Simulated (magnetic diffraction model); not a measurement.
## Sc₃MnSnO₇ below its ordering temperature

Space group P6_3 (no. 173), a = 8.0740 Å, c = 4.9490 Å.

```
site  atom       x       y       z
  2b    Sn     2/3     1/3  0.6582
  2a    Mn       0       0  0.0131
  6c    Sc  0.3778  0.2386  0.2417
  2b     O     2/3     1/3  0.0243
  6c     O  0.5132  0.0915  0.5049
  6c     O  0.2478  0.1489  0.8100
```

This is a made-up structure (elements placed in a structure type, unrelaxed), so the numbers test the method and describe no known phase.

Only Mn is taken to order (form factors of Mn2+); orders and moment sizes are assumed, and not adapted to the symmetry. Radiation: neutrons of λ = 2.0775 Å, 3° to 55°; isotropic B of 0.1 Å² (Sn), 0.14 Å² (Mn), 0.12 Å² (Sc) and 0.15 Å² (O). Simulated constant-wavelength pattern: nuclear and magnetic terms add, the magnetic one as |2.695 fm × Σ f S⊥ exp(2πi Q·r) exp(−B s²)|², summed over all Q at one angle with the factor 1/(sin²θ cos θ). For collinear order S is the moment m, which repeats by lattice and centring translations R with the sign exp(−2πi k·R). Free-ion form factors, Sears's scattering lengths of 1992, no absorption; a label names one of the reflections at its angle. The strongest nuclear line in the range is 100, and lines under 0.2 are left out.

Above the ordering temperature:

```tsv
2θ (°)	index	I
17.09	(1 0 0)	37.6
29.80	(1 0 1)	25.8
29.82	(1 1 0)	12.7
34.57	(2 0 0)	54.2
38.79	(1 1 1)	43.7
42.66	(2 0 1)	92.5
46.29	(2 1 0)	33.2
49.64	(0 0 2)	31.2
52.88	(1 0 2)	63.1
52.92	(2 1 1)	100.0
52.93	(3 0 0)	9.9
```

Below it (cell unchanged):

```tsv
2θ (°)	I
14.77	27.2
17.09	37.6
19.11	9.3
25.75	10.8
28.52	5.3
29.80	25.8
29.82	12.7
33.43	3.4
34.57	54.2
37.75	3.1
38.79	43.7
39.77	2.4
39.80	3.8
41.73	2.4
42.66	92.5
43.57	3.6
45.38	1.7
45.40	1.4
46.29	33.2
47.15	0.5
48.83	2.1
49.64	31.2
50.51	0.9
52.88	63.1
52.92	100.0
52.93	9.9
53.69	1.8
```

**Question.** Check that the new lines index with k = (1/2 0 1/2), then choose among these models:
A. collinear moments along [100], 3.93 μB on Mn; signs + at (0, 0, 0.0131), − at (0, 0, 0.5131)
B. collinear moments along [120], 3.93 μB on Mn; signs + at (0, 0, 0.0131), + at (0, 0, 0.5131)
C. collinear moments along [120], 3.93 μB on Mn; signs + at (0, 0, 0.0131), − at (0, 0, 0.5131)
D. collinear moments along [100], 3.93 μB on Mn; signs + at (0, 0, 0.0131), + at (0, 0, 0.5131)

The new lines index as (1/2 0 1/2) at 14.77°, (1/2 -1 1/2) at 19.11°, (1/2 1 1/2) at 25.75° and (3/2 0 1/2) at 28.52°, that is as H ± k with k = (1/2 0 1/2), one of 3 inequivalent arms of its star (k and −k counted as one), which a powder can't tell apart. Half indices mean that the moments reverse under translations with k·R a half-integer, and the magnetic cell has twice the primitive volume.

Magnetic intensity, observed (below minus above) and for each model:

| 2θ (°) | index | observed | A | B | C | D |
| --- | --- | --- | --- | --- | --- | --- |
| 14.77 | (1/2 0 1/2) | 27.2 | 22.2 | 27.2 | 27.2 | 22.2 |
| 19.11 | (1/2 -1 1/2) | 9.3 | 14.4 | 9.3 | 9.3 | 14.4 |
| 25.75 | (1/2 1 1/2) | 10.8 | 9.9 | 10.8 | 10.8 | 9.9 |
| 28.52 | (3/2 0 1/2) | 5.3 | 2.5 | 5.3 | 5.3 | 2.5 |
| 33.43 | (3/2 -2 1/2) | 3.4 | 6.6 | 3.4 | 3.4 | 6.6 |
| 39.80 | (3/2 1 1/2) | 3.8 | 2.1 | 3.8 | 3.8 | 2.1 |
| 45.40 | (5/2 0 1/2) | 1.4 | 0.6 | 1.4 | 1.4 | 0.6 |
| 50.51 | (5/2 -3 1/2) | 0.9 | 1.9 | 0.9 | 0.9 | 1.9 |

Models B and C match alike on every line, so these data can't choose among them (such ties are often domains of one structure).

The structure used: k = (1/2 0 1/2), collinear moments along [120], 3.93 μB on Mn; signs + at (0, 0, 0.0131), + at (0, 0, 0.5131).

[Logs are printed without paths, hosts, clocks, repeated set-up lines and the standing remarks that a program may print on its own settings, such as how far it seeks lower states.]
